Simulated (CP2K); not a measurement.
Two runs for the N K edge of 2-hydroxyoxazole. Run A: CP2K XAS_TDP, all-electron GAPW, PBEh(45%), aug-cc-pVDZ, TDA, no relativity. Run B differs in one setting.

First lines with a strength over 0.0015. A:

| atom | energy (eV) | states | strength, one atom |
| --- | --- | --- | --- |
| N3 (bonded to 2 C) | 396.52 | 1 | 0.0461 |
|  | 398.39 | 1 | 0.0042 |
|  | 400.02 | 1 | 0.0040 |
|  | 400.28 | 1 | 0.0021 |
|  | 400.76 | 1 | 0.0107 |

B:

| atom | energy (eV) | states | strength, one atom |
| --- | --- | --- | --- |
| N3 (bonded to 2 C) | 401.58 | 1 | 0.0455 |
|  | 403.45 | 1 | 0.0041 |
|  | 405.07 | 1 | 0.0039 |
|  | 405.34 | 1 | 0.0021 |
|  | 405.82 | 1 | 0.0106 |

Which was it: scalar relativity switched on, GW2X switched on, the functional, the basis?

GW2X switched on. GW2X shifts an atom's lines together and keeps their spacings. Against PBEh(45%) in aug-cc-pVDZ, the leading line moves by +5.06 eV, to 401.58 eV.

[Hosts, paths, dates, database ids (printed as entryN), source tags and the programs' standing remarks are cut or masked in the printed files.]
